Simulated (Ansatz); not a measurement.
# Decaying states in the gap of SrBeSeS, part 2 of 3

Aim: relax a made-up compound, SrBeSeS, and see how good a tunnel barrier it would be. It is built by putting Be for part of the Sr in the Sr2SeS structure of space group R-3m, with the volume rescaled by atomic radii. The parent structure comes from the Materials Project.

Ansatz 0.2.0; LDA DFT, plane waves, PAW files (the session's first sound run).

So far. Step 2 (Cell and atoms at rest): The largest force component on a free atom ends at 0.014 eV/Å.

The structure was built from a prototype and need not be the compound's stable phase.

**3. Band edges**

The energy window and the wavevectors of the next steps follow from the band edges, so these are searched first, off the mesh as well.

Contents of input.yaml:

```yaml
crystal:
  lattice:
    - [1.8890103772, 1.0906206498, 6.3253663508]
    - [-1.8890103772, 1.0906206498, 6.3253663508]
    - [0.0, -2.1812412996, 6.3253663508]
  atoms:
    - { symbol: Sr, position: [0.2453188734, 0.2453188734, 0.2453188734] }
    - { symbol: Be, position: [0.7499351809, 0.7499351809, 0.7499351809] }
    - { symbol: Se, position: [0.0213850368, 0.0213850368, 0.0213850368] }
    - { symbol: S, position: [0.4833609089, 0.4833609089, 0.4833609089] }
kpoints:
  mp_grid: { grid: [8, 8, 8] }
  band_path: { path: [VBM, CBM], npoints: 30 }
scf:
  occupations: { method: fixed }
hamiltonian:
  xc: lda
output:
  eigenvalues: true
  write_potential: true
  write_density: true
  volumetric_format: npy
```

Run with:

```console
ansatz run input.yaml --threads 2 --pin off --max-ram 4096MiB --backend cpu --events-out ev --progress --plain --runs-dir out
```

Numbers of over 12 decimals in the logs are rounded to 6 here.

What it wrote:

```text
[...]
Crystal: 4 atoms, lattice volume = 78.189 Å³
Basis set: ecut = 420 eV, 1527 PW (Γ), FFT grids on a1−a2, a2, −a2+a3
Bands: 21, of which v1, the nominal top of the filled ones, is band 17 counted from 1 (16 counted from 0)
Symmetry: 6 space group operations
[...]
k-points: 65 of 512 (time reversal used)
[...]
SCF iter   1: F=—  HF=-9789.792997 eV  |F-HF|=—  |Δ(HF+E_count)|=         —  Δρ=4.90e-3  dr2=1.51e-2  ethr=1.77e-3  ⟨swp⟩=6.6  Hψ=6775  notcnv=0  defer=74
[...]
SCF iter   6: F=-9789.789365 eV  HF=-9789.789365 eV  |F-HF|=3.19e-9  |Δ(HF+E_count)|=   7.18e-8  Δρ=4.39e-6  dr2=1.44e-8  ethr=2.94e-10  ⟨swp⟩=6.8  Hψ=6176  notcnv=0
SCF 1 converged in 6 iterations: F = -9789.789365 eV  dr2 = 1.44e-8
[...]
NSCF: frozen V_eff on 32 k-points
[...]
SCF converged after 6 iterations
Free energy (F): -9789.789365 eV
[...]
Internal energy: -9789.789365 eV  (E = F + TS)
E sigma→0 (E₀):  -9789.789365 eV
Fermi energy:    8.222616 eV
[...]
--- Band table (eV; the first three rows and the last of 65) ---
  k-point 0: bands = [... 13 lower, 6.8302, 7.6937, 7.6937, 8.2226, 10.5019, 11.3540, 12.0985, 12.5062]
  k-point 1: bands = [... 13 lower, 6.5284, 7.0431, 7.7561, 7.9288, 10.9752, 11.6921, 12.2733, 12.4657]
  k-point 2: bands = [... 13 lower, 5.8484, 5.9939, 7.3992, 7.7795, 11.1706, 11.6426, 12.1027, 13.0002]
  k-point 64: bands = [... 13 lower, 6.9482, 6.9482, 7.6046, 7.6046, 10.7702, 11.8538, 11.8538, 12.1915]
```

Run time: 11 s. Hardware: 2 threads of Arm Neoverse V2, shared host; peak memory 0.41 GiB.

Reading the cycles: dr2 is the Hartree energy of the density residual (eV), the measure of convergence; HF is the Harris–Foulkes estimate of the energy, which meets the free energy F at convergence.

This step gave:

```yaml
free_energy: -9789.7894 eV
fermi_energy: 8.223 eV
gap_on_the_k_mesh: 1.590 eV
gap_on_path: 1.590 eV, by band count; negative where bands overlap
direct_gap_on_path: 2.279 eV
edge_places_on_path: 0, 1.016 1/A along the path
```

Electronic bands along the path, in eV, zero at the Fermi level (highest filled level under fixed occupations); v1 is the highest filled band, c1 the lowest empty one:

```
  point     v4     v3     v2     v1    c1    c2    c3    c4
    VBM  -1.39  -0.53  -0.53   0.00  2.28  3.13  3.88  4.28
halfway  -2.17  -2.14  -0.82  -0.49  2.87  3.37  3.79  4.34
    CBM  -2.50  -1.67  -1.39  -1.08  1.59  2.45  4.31  6.26
```

The electronic bands as a text plot (rows in eV, shown from -5.3 to 4.2 only; labels by their first letter):

```
    4.0 |++++++++++      +++++++++++++       ++++++++++++
    3.6 |              ++           +++++++++
    3.2 |++++++++++++++  +++++++++++      +++++
    2.8 |          ++++++++++     ++++++++++   ++++++++++
    2.4 |++++++++++                         +++++++      ++++++++
    2.0 |                                          ++++++
    1.6 |                                                ++++++++
    1.2 |
    0.8 |
    0.4 |
    0.0 |**********
   -0.4 |*******************************
   -0.8 |   *******           *************************
   -1.2 |          ******                 ***********************
   -1.6 |********************                             *******
   -2.0 |          ****  *************       *************
   -2.4 |              ****         *****************************
   -2.8 |                  ***
   -3.1 |                     ****
   -3.5 |                         ******
   -3.9 |                    ************************************
   -4.3 |       *************             *****
   -4.7 |*******                               ******
   -5.1 |                                            ************
         V                                                      C
```

The searched edges give 1.59 eV, as on the mesh.

**4. Complex bands**

This step: LDA DFT, plane waves, PAW files; complex bands by layer matching along the plane's normal (Ansatz 0.2.0).

The same crystal is laid in a cell whose first two vectors span the (101) plane (indices of the standard conventional cell, whose axes can be ordered otherwise than in the bulk input). At fixed energy and wavevector in the plane the solver finds all kz, real and complex. A few wavevectors are listed, (0, 0), (-0.5, 0) and (0, -0.5) in units of the plane's reciprocal vectors; the slowest state needn't be among them.

Contents of input.yaml:

```yaml
crystal:
  lattice:
    - [6.690894789, 0.0, 0.0]
    - [1.066631689, 3.624325822, 0.0]
    - [1.066631689, 1.655209147, 3.22428602]
  atoms:
    - { symbol: Sr, position: [0.7359566202, 0.7546811266, 0.7546811266] }
    - { symbol: Be, position: [0.2498055427, 0.2500648191, 0.2500648191] }
    - { symbol: Se, position: [0.0641551104, 0.9786149632, 0.9786149632] }
    - { symbol: S, position: [0.4500827267, 0.5166390911, 0.5166390911] }
kpoints:
  mp_grid: { grid: [8, 8, 8] }
scf:
  occupations: { method: fixed }
hamiltonian:
  xc: lda
output:
  eigenvalues: true
  transmission:
    leads: [[0, 0]]
    kpoints: [[0.0, 0.0], [-0.5, 0.0], [0.0, -0.5]]
    e_range: [-1.0, 2.59]
    de: 0.07
```

What it wrote:

```text
[...]
Crystal: 4 atoms, lattice volume = 78.189 Å³
Basis set: ecut = 420 eV, 1527 PW (Γ)
Bands: 21, of which v1, the nominal top of the filled ones, is band 17 counted from 1 (16 counted from 0)
Symmetry: 6 space group operations
[...]
k-points: 65 of 512 (time reversal used)
[...]
SCF iter   1: F=—  HF=-9789.792998 eV  |F-HF|=—  |Δ(HF+E_count)|=         —  Δρ=4.90e-3  dr2=1.51e-2  ethr=1.77e-3  ⟨swp⟩=6.5  Hψ=6771  notcnv=0  defer=77
[...]
SCF iter   6: F=-9789.789365 eV  HF=-9789.789365 eV  |F-HF|=1.29e-9  |Δ(HF+E_count)|=   7.41e-8  Δρ=4.29e-6  dr2=1.40e-8  ethr=2.94e-10  ⟨swp⟩=7.0  Hψ=6264  notcnv=0
SCF 1 converged in 6 iterations: F = -9789.789365 eV  dr2 = 1.40e-8
[...]
transmission: 6 of 18 steps passed
transmission: 12 of 18 steps passed
transmission: 18 of 18 steps passed
SCF converged after 6 iterations
Free energy (F): -9789.789365 eV
[...]
Internal energy: -9789.789365 eV  (E = F + TS)
E sigma→0 (E₀):  -9789.789365 eV
Fermi energy:    8.222618 eV
[...]
--- Band table (eV; the first three rows and the last of 65) ---
  k-point 0: bands = [... 13 lower, 6.8302, 7.6937, 7.6937, 8.2226, 10.5019, 11.3540, 12.0985, 12.5062]
  k-point 1: bands = [... 13 lower, 6.5284, 7.0431, 7.7561, 7.9288, 10.9752, 11.6921, 12.2733, 12.4657]
  k-point 2: bands = [... 13 lower, 5.8484, 5.9939, 7.3992, 7.7795, 11.1706, 11.6426, 12.1027, 13.0002]
  k-point 64: bands = [... 13 lower, 6.9482, 6.9482, 7.6046, 7.6046, 10.7702, 11.8538, 11.8538, 12.1915]
--- Transmission ---
  basis      : 219 plane waves across, 6 finite elements along
  points     : 3, as listed
  energies   : 52 from -1.000000 to 2.570000 eV about the Fermi level, 0.070000 eV apart; the leads are filled to 0.795024 eV, and channels, transmission and decay are at 0.820000 eV
  crystal 0  : S1Sr1Se1Be1, at the sites [0, 0], period 3.2243 Å: whole cells are its period
    offset         : up to 0.0000 Å between an atom of the period and one for which it stands
    channels       : 0.000000e0 a spin
    conductance    : none, the energies end too early or step too widely for 300 K: set another output.transmission.e_range or a lower de, or, where they end at an eighth of basis.ecutwfc, a higher one
    slowest decay  : 0.1897 /Å at (-0.5000, 0.0000)
```

Elapsed: 44 s, on 2 threads; peak memory 0.59 GiB.

This step gave:

```
level to which the leads are filled                       : 0.7950 eV from the Fermi level
decay constant at the filling level, zone centre          : 0.2370 Å⁻¹
decay constant at the filling level, slowest listed point : 0.1897 Å⁻¹
```

K parallel (0, 0); values up to 1.5 1/Å, a degenerate pair printed once or twice; energies at which all values exceed this have no row. The Im kz of the slowest decaying states by energy, zero at the highest filled level on the SCF mesh:

```
energy (eV)  decay 1 (Å⁻¹)  decay 2 (Å⁻¹)  decay 3 (Å⁻¹)  decay 4 (Å⁻¹)
     -1.000          0.141          0.212          0.744          0.763
     -0.790          0.167          0.216          0.223          0.611
     -0.580          0.147          0.184          0.299          0.365
     -0.370          0.114          0.194          0.279          0.350
     -0.230          0.159          0.195          0.377          0.425
     -0.020          0.201          0.410          0.535          0.549
      0.190          0.182          0.217          0.441          0.517
      0.400          0.220          0.277          0.469          0.502
      0.610          0.231          0.327          0.493          0.500
      0.820          0.237          0.375          0.486          0.540
      1.030          0.239          0.431          0.480          0.520
      1.170          0.239          0.475          0.476          0.634
      1.380          0.219          0.253          0.469          0.471
      1.590          0.197          0.261          0.461          0.467
      1.800          0.172          0.263          0.452          0.461
      2.010          0.136          0.262          0.441          0.454
      2.220         0.0684          0.257          0.412          0.429
      2.430          0.246          0.312          0.329          0.414
```

K parallel (-0.5, 0); values up to 1.5 1/Å, a degenerate pair printed once or twice; energies at which all values exceed this have no row. Im kz of the slowest decaying states against energy, zero at the highest filled level on the SCF mesh:

```
energy (eV)  decay 1 (Å⁻¹)  decay 2 (Å⁻¹)  decay 3 (Å⁻¹)  decay 4 (Å⁻¹)
      -1.00          0.169          0.198          0.240          0.527
      -0.79          0.225          0.260          0.338          0.500
      -0.65          0.180          0.298          0.413          0.458
      -0.44         0.0972          0.305          0.342          0.454
      -0.30          0.124          0.364          0.376          0.462
      -0.09          0.149          0.393          0.460          0.470
      -0.02          0.155          0.401          0.472          0.487
       0.05          0.161          0.409          0.474          0.511
       0.26          0.174          0.431          0.475          0.485
       0.40          0.180          0.445          0.473          0.475
       0.61          0.186          0.440          0.463          0.463
       0.82          0.190          0.392          0.455          0.467
       0.96          0.190          0.356          0.450          0.462
       1.17          0.189          0.293          0.441          0.452
       1.31          0.186          0.240          0.434          0.444
       1.52          0.121          0.180          0.423          0.424
       1.66          0.174          0.386          0.414          0.420
       1.87          0.161          0.326          0.399          0.402
       2.01          0.150          0.283          0.388          0.388
       2.22          0.125          0.205          0.363          0.369
       2.36         0.0997          0.130          0.343          0.355
       2.57          0.307          0.330          0.455          0.548
```

K parallel (0, -0.5); values up to 1.5 1/Å, a degenerate pair printed once or twice; energies at which all values exceed this have no row. Im kz of the slowest decaying states against energy, zero at the highest filled level on the SCF mesh:

```
energy (eV)  decay 1 (Å⁻¹)  decay 2 (Å⁻¹)  decay 3 (Å⁻¹)  decay 4 (Å⁻¹)
      -1.00         0.0737          0.173          0.454          0.790
      -0.86         0.0939          0.415          0.776          0.846
      -0.72          0.124          0.212          0.387          0.762
      -0.58          0.181          0.312          0.366          0.747
      -0.44         0.0709          0.218          0.350          0.372
      -0.30          0.121          0.248          0.337          0.415
      -0.16          0.151          0.272          0.326          0.449
      -0.02          0.172          0.293          0.316          0.477
       0.12          0.189          0.306          0.312          0.500
       0.26          0.202          0.295          0.329          0.521
       0.40          0.213          0.284          0.345          0.539
       0.54          0.221          0.271          0.361          0.553
       0.68          0.228          0.258          0.378          0.562
       0.89          0.233          0.234          0.408          0.522
       1.03          0.213          0.237          0.436          0.470
       1.17          0.188          0.238          0.411          0.466
       1.31          0.157          0.238          0.362          0.491
       1.45          0.114          0.236          0.324          0.512
       1.59          0.232          0.291          0.500          0.531
       1.73          0.227          0.261          0.485          0.551
       1.87          0.218          0.231          0.469          0.576
       2.01          0.199          0.207          0.426          0.479
       2.15          0.164          0.191          0.392          0.478
       2.29          0.120          0.168          0.362          0.472
       2.43         0.0454          0.130          0.333          0.463
       2.57         0.0496          0.306          0.453          0.465
```

At the listed wavevectors the last open channel is at -0.02 eV and the next at +1.59 eV on the grid. At +0.82 eV, the grid energy nearest the filling level (the middle of the gap on the SCF mesh), the slowest state at the listed wavevectors decays with κ = 0.190 Å⁻¹, its amplitude falling by e over 5.3 Å. Through 1 nm of this crystal that state's transmission falls by exp(−2 × 0.190 Å⁻¹ × 10 Å) = 0.023.

**5. Band edges at another level**

This step: PBE DFT, plane waves, PAW files (Ansatz 0.2.0).

The edges again with PBE, at the same atoms.

Contents of input.yaml:

```yaml
crystal:
  lattice:
    - [1.8890103772, 1.0906206498, 6.3253663508]
    - [-1.8890103772, 1.0906206498, 6.3253663508]
    - [0.0, -2.1812412996, 6.3253663508]
  atoms:
    - { symbol: Sr, position: [0.2453188734, 0.2453188734, 0.2453188734] }
    - { symbol: Be, position: [0.7499351809, 0.7499351809, 0.7499351809] }
    - { symbol: Se, position: [0.0213850368, 0.0213850368, 0.0213850368] }
    - { symbol: S, position: [0.4833609089, 0.4833609089, 0.4833609089] }
kpoints:
  mp_grid: { grid: [8, 8, 8] }
  band_path: { path: [VBM, CBM], npoints: 30 }
scf:
  occupations: { method: fixed }
hamiltonian:
  xc: pbe
output:
  eigenvalues: true
```

What it wrote:

```text
[...]
Crystal: 4 atoms, lattice volume = 78.189 Å³
Basis set: ecut = 420 eV, 1527 PW (Γ), FFT grids on a1−a3, a2−a3, a3
Bands: 21, of which v1, the nominal top of the filled ones, is band 17 counted from 1 (16 counted from 0)
Symmetry: 6 space group operations
[...]
k-points: 65 of 512 (time reversal used)
[...]
SCF iter   1: F=—  HF=-10012.115275 eV  |F-HF|=—  |Δ(HF+E_count)|=         —  Δρ=1.08e-3  dr2=9.38e-4  ethr=1.77e-3  ⟨swp⟩=6.6  Hψ=6815  notcnv=0  defer=77
[...]
SCF iter   6: F=-10012.115377 eV  HF=-10012.115377 eV  |F-HF|=8.58e-9  |Δ(HF+E_count)|=   1.05e-8  Δρ=4.82e-6  dr2=1.60e-8  ethr=2.94e-10  ⟨swp⟩=7.3  Hψ=6207  notcnv=0
SCF 1 converged in 6 iterations: F = -10012.115377 eV  dr2 = 1.60e-8
[...]
SCF converged after 6 iterations
Free energy (F): -10012.115377 eV
[...]
Internal energy: -10012.115377 eV  (E = F + TS)
E sigma→0 (E₀):  -10012.115377 eV
Fermi energy:    8.463092 eV
[...]
--- Band table (eV; the first three rows and the last of 65) ---
  k-point 0: bands = [... 13 lower, 7.0771, 7.9516, 7.9516, 8.4631, 10.8978, 11.7196, 12.4671, 12.8772]
  k-point 1: bands = [... 13 lower, 6.7809, 7.3116, 8.0096, 8.1741, 11.3634, 12.0611, 12.6070, 12.8265]
  k-point 2: bands = [... 13 lower, 6.1358, 6.2529, 7.6520, 8.0277, 11.5407, 11.9734, 12.4942, 13.3262]
  k-point 64: bands = [... 13 lower, 7.1920, 7.1920, 7.8639, 7.8639, 11.1621, 12.1859, 12.1859, 12.5108]
```

Elapsed: 10 s, on 2 threads; peak memory 0.41 GiB; 20 s of CPU time.

This step gave:

```
free energy        : -10012.1154 eV
Fermi energy       : 8.463 eV
gap on the k-mesh  : 1.749 eV
gap on path        : 1.749 eV, by band count; negative where bands overlap
direct gap on path : 2.435 eV
```

Electronic bands along the path, in eV, zero at the Fermi level (highest filled level under fixed occupations); v1 is the highest filled band, c1 the lowest empty one:

```
  point     v4     v3     v2     v1    c1    c2    c3    c4
    VBM  -1.39  -0.51  -0.51   0.00  2.43  3.26  4.00  4.41
halfway  -2.15  -2.11  -0.81  -0.48  3.00  3.54  3.89  4.43
    CBM  -2.48  -1.67  -1.37  -1.06  1.75  2.54  4.45  6.38
```

The electronic bands as a text plot (rows in eV, shown from -5.3 to 4.2 only; labels by their first letter):

```
    4.0 |++++++++        +++++++++++++      +++++++++++
    3.7 |          ++++++++++     ++++++++++
    3.3 |++++++++++        +++++++++      +++++
    2.9 |        ++++++++++         ++++++++   ++++++++++
    2.5 |++++++++                           +++++++      ++++++++
    2.1 |                                          +++++++
    1.7 |                                                 +++++++
    1.3 |
    0.9 |
    0.5 |
    0.1 |********
   -0.3 |*****************************
   -0.7 | *********          ************************
   -1.1 |          ****                 *************************
   -1.5 |********************                          **********
   -1.9 |        *********************         *************
   -2.3 |              ****         *****************************
   -2.7 |                  ***
   -3.1 |                     ****
   -3.5 |                         ******
   -3.9 |                    ************************************
   -4.3 |       *************             *****
   -4.7 |*******                               ******
   -5.1 |                                            ************
         V                                                      C
```

The searched edges give 1.75 eV, as on the mesh.

(Continued in part 3 of 3.)

[Logs are printed without paths, hosts, clocks, repeated set-up lines and the standing remarks that a program may print on its own settings, such as how far it seeks lower states.]

[Hosts, paths, dates, database ids (printed as entryN), source tags and the programs' standing remarks are cut or masked in the printed files.]
